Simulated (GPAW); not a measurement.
**1T-SnSeTe monolayer: simulated STM images**

Wanted: filled- and empty-state images of 1T-SnSeTe monolayer, with its work function.

Program: GPAW 26.7.0. Level of theory: GPAW, PAW setups; layer in a repeated cell with vacuum, relaxation of atoms and in-plane cell, in the first sound run; inputs show where later runs differ. Results are calculated unless marked as measured.

## 1. The structure

The cell holds 3 atoms: 1 Te, 1 Sn and 1 Se. Its edges and angles: a = 3.827 Å, b = 3.827 Å, c = 18.571 Å, α = 90.0°, β = 90.0°, γ = 120.0°. Vacuum lies along c.

As a file:

```cif
data_structure
_symmetry_space_group_name_H-M 'P 1'
_symmetry_Int_Tables_number 1
_cell_length_a 3.8273
_cell_length_b 3.8273
_cell_length_c 18.5706
_cell_angle_alpha 90.000
_cell_angle_beta 90.000
_cell_angle_gamma 120.000
_cell_volume 235.58
loop_
_atom_site_label
_atom_site_type_symbol
_atom_site_fract_x
_atom_site_fract_y
_atom_site_fract_z
_atom_site_occupancy
Te1 Te 0.66667 0.33333 0.43079 1
Sn2 Sn 0.00000 0.00000 0.50966 1
Se3 Se 0.33333 0.66667 0.56921 1
```

## 2. Relaxation

Forces are removed first; all later runs use this geometry.

Input file run.py:

```python
import json
import numpy as np
from ase import Atoms
from ase.filters import FrechetCellFilter
from ase.optimize import BFGS
from gpaw import GPAW, PW

slab = Atoms(
    ['Te', 'Sn', 'Se'],
    positions=[
        [1.91364, 1.10484, 8.00000],
        [0.00000, 0.00000, 9.46462],
        [-0.00000, 2.20968, 10.57059]],
    cell=[[3.82728, 0.0, 0.0], [-1.91364, 3.31452, 0.0], [0.0, 0.0, 18.5706]],
    pbc=[True, True, True])

slab.calc = GPAW(mode=PW(600), xc='PBE', kpts={'size': (9, 9, 1), 'gamma': True},
                 occupations={'name': 'fermi-dirac', 'width': 0.05}, nbands='200%',
                 convergence={'density': 1e-05}, maxiter=200,
                 symmetry={'tolerance': 1e-3}, txt='slab.txt')
result = {}
# The in-plane cell is free; stress needs a cell that repeats along all three vectors
path = []
opt = BFGS(FrechetCellFilter(slab, mask=[1, 1, 0, 0, 0, 1]), maxstep=0.2)
opt.attach(lambda: path.append((slab.get_potential_energy(), slab.positions.tolist(), slab.get_forces().tolist())))
result['relaxed'] = bool(opt.run(fmax=0.02, steps=45))
result['path'] = path
result['cell'] = slab.cell.tolist()
print('in-plane lattice', slab.cell.cellpar().round(4)[[0, 1, 5]])
energy = slab.get_potential_energy()
fermi = slab.calc.get_fermi_level()
v = slab.calc.get_electrostatic_potential().mean((0, 1)) - fermi
n = slab.calc.get_pseudo_density().mean((0, 1))
L = slab.cell[2, 2]
z = np.arange(len(v)) * L / len(v)
low, high = slab.positions[:, 2].min(), slab.positions[:, 2].max()
below, above = np.interp([low - 5.8, high + 5.8], z, v)
slopes = [np.interp(x, z, np.gradient(v, z)) for x in (low - 5.8, high + 5.8)]
eps = np.array([[slab.calc.get_eigenvalues(k, s) for k in range(len(slab.calc.get_ibz_k_points()))]
                for s in range(slab.calc.get_number_of_spins())]) - fermi
top, bottom = eps[eps < 0].max(), eps[eps > 0].min()
dipole = slab.get_dipole_moment()[2]
print(f'energy {energy:.4f} eV, Fermi level {fermi:.4f} eV, dipole {dipole:.5f} e A')
print(f'potential 5.8 A off the faces, from the Fermi level: lower {below:.4f} eV, upper {above:.4f} eV')
print(f'slope of the potential there: lower {slopes[0]:.5f}, upper {slopes[1]:.5f} eV/A')
print(f'nearest levels on the mesh: {top:.4f} and {bottom:.4f} eV')
print('magnetic moment', round(slab.get_magnetic_moment(), 3))
result.update(energy=energy, fermi=fermi, dipole=dipole, below=below, above=above, slopes=slopes, edges=[top, bottom],
              z=z.tolist(), v=v.tolist(), n=n.tolist(), positions=slab.positions.tolist(),
              forces=slab.get_forces(apply_constraint=False).tolist(), moments=slab.get_magnetic_moments().tolist())
json.dump(result, open('result.json', 'w'))
```

The run is started by

```
OMP_NUM_THREADS=1 OPENBLAS_NUM_THREADS=1 python run.py
```

The log of the run:

```text
Step          Energy          fmax
BFGS:    0       -8.861053        5.398362
BFGS:    1      -10.044843        3.740811
BFGS:    2      -11.062986        1.424381
BFGS:    3      -11.191016        0.659648
BFGS:    4      -11.214684        0.416579
BFGS:    5      -11.227400        0.482105
BFGS:    6      -11.252026        0.483300
BFGS:    7      -11.275985        0.342287
BFGS:    8      -11.293246        0.301462
BFGS:    9      -11.298088        0.206596
BFGS:   10      -11.299142        0.125890
BFGS:   11      -11.299919        0.058513
BFGS:   12      -11.300221        0.019223
in-plane lattice [  3.9752   3.9752 120.    ]
energy -11.2951 eV, Fermi level -1.5359 eV, dipole -0.04012 e A
potential 5.8 A off the faces, from the Fermi level: lower 5.1593 eV, upper 5.2606 eV
slope of the potential there: lower -0.02843, upper -0.02848 eV/A
nearest levels on the mesh: -0.0792 and 0.0063 eV
magnetic moment 0.0
```

Wall time 11 min (1 thread of Arm Neoverse V1, shared host); peak memory 0.42 GiB.

This step gave:

- dipole along the normal: -0.04012 e·Å
- levels nearest the Fermi level on the mesh: -0.07919, 0.006338 eV from the Fermi level

Table of electrostatic potential energy of an electron (without an applied field's), less the Fermi level, planar mean by z:

```tsv
z (Å)	electrostatic potential energy of an electron (without an applied field's), less the Fermi level, planar mean (eV)
0.0	5.21
0.5	5.20
1.0	5.18
1.5	5.17
2.0	5.15
2.5	5.14
3.0	5.12
3.5	5.11
4.0	5.09
4.5	5.07
5.0	5.03
5.5	4.90
6.0	4.42
6.5	2.55
7.0	-3.96
7.5	-14.8
8.0	-9.08
8.5	-2.65
9.0	-7.54
9.5	-13.3
10.0	-6.02
10.5	-5.51
11.0	-12.9
11.5	-2.77
12.0	3.36
12.5	4.92
13.0	5.26
13.5	5.33
14.0	5.33
14.5	5.32
15.0	5.31
15.5	5.30
16.0	5.28
16.5	5.27
17.0	5.25
17.5	5.24
18.0	5.23
```

Pseudo valence density, planar mean against z:

z (Å), pseudo valence density, planar mean (e/Å³) and a bar:
```
      4.0       0.00 
      4.5       0.00 
      5.0       0.00 
      5.5       0.01 
      6.0       0.03 #
      6.5       0.10 ###
      7.0       0.23 #######
      7.5       0.11 ###
      8.0       0.26 ########
      8.5       0.27 ########
      9.0       0.48 ##############
      9.5       1.01 ##############################
     10.0       0.41 ############
     10.5       0.33 ##########
     11.0       0.17 #####
     11.5       0.26 ########
     12.0       0.09 ###
     12.5       0.02 #
     13.0       0.01 
     13.5       0.00 
     14.0       0.00 
     14.5       0.00
```

The relaxation lowered the energy of the cell by 2.43 eV (energies extrapolated to zero smearing; the optimiser's log prints free energies). The largest force left on a free atom is 0.019 eV/Å.

## 3. Plane waves, PBE

With the geometry fixed, the planar mean of the potential gives the vacuum level on each side.

This step: GPAW, PAW setups; slab in vacuum (GPAW 26.7.0).

The cell differs from the one that the last finished run ended in (c 18.571 → 19.411 Å).

Input file run.py:

```python
import json
import numpy as np
from ase import Atoms
from ase.dft.stm import STM
from gpaw import GPAW, PW

slab = Atoms(
    ['Te', 'Sn', 'Se'],
    positions=[
        [1.98759, 1.14754, 8.00000],
        [0.00000, -0.00000, 9.85179],
        [-0.00000, 2.29508, 11.41093]],
    cell=[[3.97519, -0.0, 0.0], [-1.98759, 3.44261, 0.0], [0.0, 0.0, 19.4109]],
    pbc=[True, True, False])

slab.calc = GPAW(mode=PW(400), xc='PBE', kpts={'size': (9, 9, 1), 'gamma': True},
                 occupations={'name': 'fermi-dirac', 'width': 0.05}, nbands='200%',
                 convergence={'density': 1e-05}, maxiter=200,
                 poissonsolver={'dipolelayer': 'xy'},
                 symmetry={'tolerance': 1e-3}, txt='slab.txt')
result = {}
energy = slab.get_potential_energy()
fermi = slab.calc.get_fermi_level()
v = slab.calc.get_electrostatic_potential().mean((0, 1)) - fermi
n = slab.calc.get_pseudo_density().mean((0, 1))
L = slab.cell[2, 2]
z = np.arange(len(v)) * L / len(v)
low, high = slab.positions[:, 2].min(), slab.positions[:, 2].max()
below, above = np.interp([low - 5.8, high + 5.8], z, v)
slopes = [np.interp(x, z, np.gradient(v, z)) for x in (low - 5.8, high + 5.8)]
eps = np.array([[slab.calc.get_eigenvalues(k, s) for k in range(len(slab.calc.get_ibz_k_points()))]
                for s in range(slab.calc.get_number_of_spins())]) - fermi
top, bottom = eps[eps < 0].max(), eps[eps > 0].min()
dipole = slab.get_dipole_moment()[2]
print(f'energy {energy:.4f} eV, Fermi level {fermi:.4f} eV, dipole {dipole:.5f} e A')
print(f'potential 5.8 A off the faces, from the Fermi level: lower {below:.4f} eV, upper {above:.4f} eV')
print(f'slope of the potential there: lower {slopes[0]:.5f}, upper {slopes[1]:.5f} eV/A')
print(f'nearest levels on the mesh: {top:.4f} and {bottom:.4f} eV')
print('magnetic moment', round(slab.get_magnetic_moment(), 3))
result.update(energy=energy, fermi=fermi, dipole=dipole, below=below, above=above, slopes=slopes, edges=[top, bottom],
              z=z.tolist(), v=v.tolist(), n=n.tolist(), positions=slab.positions.tolist(),
              forces=slab.get_forces(apply_constraint=False).tolist(), moments=slab.get_magnetic_moments().tolist())

# Images need the states of the whole zone, up to time reversal
slab.calc = slab.calc.fixed_density(symmetry={'point_group': False}, txt='states.txt', nbands='320%',
                                    convergence={'bands': 'CBM+2.3'})
stm = STM(slab)
result['stm'] = []
for bias in [-1.5, 2.0]:
    height = high + 3.5
    current = stm.get_averaged_current(bias, height)
    x, y, h = stm.scan(bias, current)
    i, f = divmod(height / L * stm.ldos.shape[2], 1)
    I = abs((1 - f) * stm.ldos[:, :, int(i)] + f * stm.ldos[:, :, int(i) + 1])
    print(f'bias {bias} V: mean current at 3.5 A {current:.4e}, corrugation {np.ptp(h):.4f} A')
    result['stm'].append(dict(bias=bias, current=current, h=(h - high).tolist(), I=I.tolist()))
json.dump(result, open('result.json', 'w'))
```

The log of the run:

```text
energy -11.1481 eV, Fermi level -1.6988 eV, dipole -0.02783 e A
potential 5.8 A off the faces, from the Fermi level: lower 5.0323 eV, upper 5.3990 eV
slope of the potential there: lower -0.00003, upper 0.00002 eV/A
nearest levels on the mesh: -0.0801 and 0.0068 eV
magnetic moment 0.0
bias -1.5 V: mean current at 3.5 A 1.5453e-05, corrugation 0.4670 A
bias 2.0 V: mean current at 3.5 A 1.6477e-05, corrugation 0.2428 A
```

Elapsed: 1.9 min, on 1 thread; peak memory 0.43 GiB.

This step gave:

```
dipole along the normal                    : -0.02783 e·Å
levels nearest the Fermi level on the mesh : -0.08013, 0.006814 eV from the Fermi level
upper work function                        : 5.399 eV
lower work function                        : 5.032 eV
corrugation -1.5                           : 0.4670 Å
corrugation 2                              : 0.2428 Å
```

Table of electrostatic potential energy of an electron (without an applied field's), less the Fermi level, planar mean by z:

z (Å), electrostatic potential energy of an electron (without an applied field's), less the Fermi level, planar mean (eV) and a bar from the least value:
```
        0        5.2 ##############################
        1        5.0 #############################
        2        5.0 #############################
        3        5.0 #############################
        4        5.0 #############################
        5        5.0 #############################
        6        4.8 #############################
        7        1.9 #########################
        8      -15.2 
        9       -2.8 ##################
       10      -12.6 ####
       11       -6.9 ############
       12       -1.1 #####################
       13        5.0 #############################
       14        5.4 ##############################
       15        5.4 ##############################
       16        5.4 ##############################
       17        5.4 ##############################
       18        5.4 ##############################
       19        5.4 ##############################
```

Table of pseudo valence density, planar mean by z:

z (Å), pseudo valence density, planar mean (e/Å³) and a bar from the least value:
```
     0.00       0.00 
     0.43       0.00 
     1.08       0.00 
     1.51       0.00 
     2.16       0.00 
     2.59       0.00 
     3.02       0.00 
     3.67       0.00 
     4.10       0.00 
     4.74       0.00 
     5.18       0.00 
     5.61       0.00 
     6.25       0.02 #
     6.69       0.06 ##
     7.33       0.22 ######
     7.76       0.16 #####
     8.20       0.16 #####
     8.84       0.27 ########
     9.27       0.35 ##########
     9.92       1.04 ##############################
    10.35       0.44 #############
    11.00       0.33 ##########
    11.43       0.16 #####
    11.86       0.27 ########
    12.51       0.07 ##
    12.94       0.02 #
    13.59       0.00 
    14.02       0.00 
    14.45       0.00 
    15.10       0.00 
    15.53       0.00 
    16.18       0.00 
    16.61       0.00 
    17.04       0.00 
    17.69       0.00 
    18.12       0.00 
    18.76       0.00 
    19.20       0.00
```

Tip height over the top atom over a1 and a2. Sample bias -1.5 V, constant current at the mean current 3.5 Å over the top atom.

Values in Å, 12 rows by 16 columns, each cell a mean:
```
3.34 3.38 3.42 3.47 3.53 3.57 3.60 3.61 3.61 3.59 3.56 3.51 3.45 3.41 3.37 3.34
3.39 3.44 3.50 3.56 3.61 3.64 3.66 3.66 3.65 3.63 3.59 3.53 3.45 3.41 3.37 3.36
3.44 3.51 3.58 3.63 3.67 3.68 3.69 3.68 3.67 3.63 3.59 3.52 3.44 3.39 3.37 3.39
3.49 3.57 3.63 3.67 3.69 3.71 3.70 3.69 3.66 3.61 3.55 3.47 3.41 3.38 3.38 3.42
3.53 3.60 3.65 3.68 3.70 3.70 3.69 3.66 3.62 3.56 3.48 3.42 3.37 3.36 3.39 3.45
3.55 3.61 3.65 3.67 3.68 3.67 3.65 3.62 3.55 3.48 3.41 3.35 3.32 3.35 3.40 3.46
3.54 3.59 3.62 3.63 3.63 3.61 3.57 3.52 3.44 3.38 3.32 3.27 3.28 3.34 3.41 3.46
3.51 3.55 3.57 3.57 3.55 3.52 3.48 3.43 3.36 3.30 3.26 3.25 3.28 3.34 3.40 3.45
3.46 3.48 3.49 3.48 3.46 3.43 3.40 3.36 3.31 3.27 3.26 3.27 3.31 3.35 3.39 3.43
3.40 3.41 3.41 3.40 3.39 3.38 3.37 3.35 3.34 3.34 3.34 3.34 3.35 3.37 3.38 3.39
3.35 3.35 3.36 3.37 3.38 3.40 3.41 3.42 3.42 3.42 3.42 3.41 3.40 3.38 3.37 3.36
3.32 3.33 3.36 3.39 3.43 3.46 3.49 3.51 3.51 3.51 3.49 3.46 3.43 3.40 3.36 3.34
```
Columns: a1 from 0 to 0.95; rows upwards: a2 from 0 to 0.95.

Local density of states summed over the bias window over a1 and a2. Sample bias -1.5 V, constant height 3.5 Å over the top atom.

Ten even steps from '0' (0.81 × 1e-5 arbitrary) to '9' (3.01 × 1e-5 arbitrary):
```
01112334555543321110
11123456666654321110
11234567777654321111
12345778887754321111
23457899998754321111
23567999997653211111
34678999987643211112
35678999876532111112
35678998765321100112
45677877654211000112
35667766532210000122
34555554321100000112
33444433211000000112
23333322110000000112
22222211100000000111
11111111100000001111
11111111111111111111
11111111111211111111
00011112222222211110
00111223334333221110
```
Columns: a1 from 0 to 0.95; rows upwards: a2 from 0 to 0.95.

Tip height over the top atom over a1 and a2. Sample bias 2 V, constant current at the mean current 3.5 Å over the top atom.

Ten even steps from '_' (3.38 Å) to '@' (3.63 Å):
```
____..::--==++**########**++==--::..____
__..::--==****##%%%%%%##****==--::..____
..::--==**##%%%%@@@@%%%%##**==--::......
::--==**##%%@@@@@@@@@@%%##**==--::......
--==**##%%@@@@@@@@@@@@%%##**==--::::::::
==++**%%@@@@@@@@@@@@@@%%**++==--::::::--
++**##%%@@@@@@@@@@@@%%##**++--::::::::--
++##%%@@@@@@@@@@@@@@%%##++==--::::::--==
**##%%@@@@@@@@@@@@%%##**==--::::::::--==
**##%%%%@@@@@@%%%%##**++==--::::::--==++
**####%%%%%%%%####**++==--::::::::--==++
++****######****++====--::::::::::--====
++++********++++==----::::....::::----==
==============----::::::::..::::::::----
--------------::::::::::::::::::::::::--
::::::::::::::::::::::::::::::::::::::::
..........::::::::::--------::::::::::..
______....::::::----======----::::::....
______....::----====++++====----::....__
______..::--==++++******++++==--::..____
```
Columns: a1 from 0 to 0.95; rows upwards: a2 from 0 to 0.95.

Local density of states summed over the bias window over a1 and a2. Sample bias 2 V, constant height 3.5 Å over the top atom.

Values in units of 1e-5 arbitrary, 12 rows by 16 columns, each cell a mean:
```
1.3 1.4 1.4 1.6 1.7 1.8 1.9 1.9 1.9 1.8 1.8 1.7 1.5 1.4 1.3 1.3
1.4 1.5 1.6 1.7 1.9 2.0 2.1 2.1 2.0 1.9 1.8 1.7 1.5 1.4 1.4 1.3
1.5 1.6 1.8 1.9 2.1 2.1 2.2 2.1 2.1 1.9 1.8 1.7 1.5 1.4 1.4 1.4
1.7 1.8 1.9 2.1 2.2 2.2 2.2 2.1 2.0 1.9 1.7 1.6 1.5 1.5 1.5 1.5
1.7 1.9 2.0 2.1 2.2 2.2 2.2 2.1 1.9 1.8 1.7 1.5 1.5 1.5 1.5 1.6
1.8 1.9 2.0 2.1 2.1 2.1 2.0 1.9 1.8 1.7 1.6 1.5 1.5 1.5 1.6 1.7
1.8 1.8 1.9 1.9 1.9 1.9 1.8 1.7 1.6 1.6 1.5 1.4 1.5 1.5 1.6 1.7
1.7 1.7 1.8 1.8 1.7 1.7 1.6 1.6 1.5 1.5 1.4 1.4 1.5 1.5 1.5 1.6
1.6 1.6 1.6 1.6 1.6 1.5 1.5 1.5 1.5 1.4 1.4 1.4 1.5 1.5 1.5 1.5
1.4 1.4 1.4 1.4 1.4 1.5 1.5 1.5 1.5 1.5 1.5 1.5 1.5 1.5 1.4 1.4
1.3 1.3 1.3 1.4 1.4 1.5 1.5 1.6 1.6 1.6 1.6 1.5 1.5 1.4 1.4 1.4
1.3 1.3 1.3 1.4 1.5 1.6 1.7 1.7 1.7 1.7 1.7 1.6 1.5 1.4 1.4 1.3
```
Columns: a1 from 0 to 0.95; rows upwards: a2 from 0 to 0.95.

The potential is flat to 2.8e-5 eV/Å where it is read, so the vacuum is wide enough.

## 4. What came out

- work function, upper and lower face: 5.399 and 5.032 eV
- dipole along the normal: -0.0278 e Å
- corrugation at -1.5 V: 0.467 Å
- corrugation at 2 V: 0.243 Å

What this shows: The corrugation at constant current is largest at -1.5 V, where the tip height varies by 0.47 Å over the cell. Negative sample bias images filled states, positive bias empty ones. The two faces differ by 0.37 eV, the step that the slab's dipole makes (e p/(ε0 A) gives 0.37 eV), so the dipole layer is needed. The images are of Tersoff-Hamann type: an s-wave tip, no tip-sample forces, heights closer than in a microscope. The starting lattice was a guess from atomic radii; the relaxation moved it by 4 %. The relaxation of atoms and cell ran in a fully periodic cell without the dipole layer, so the atoms of this polar layer felt a small spurious field. The layer's cell and atoms come from the relaxation; spin-orbit coupling and temperature are left out.

[Logs are printed without paths, hosts, clocks, repeated set-up lines and the standing remarks that a program may print on its own settings, such as how far it seeks lower states.]

[Hosts, paths, dates, database ids (printed as entryN), source tags and the programs' standing remarks are cut or masked in the printed files.]
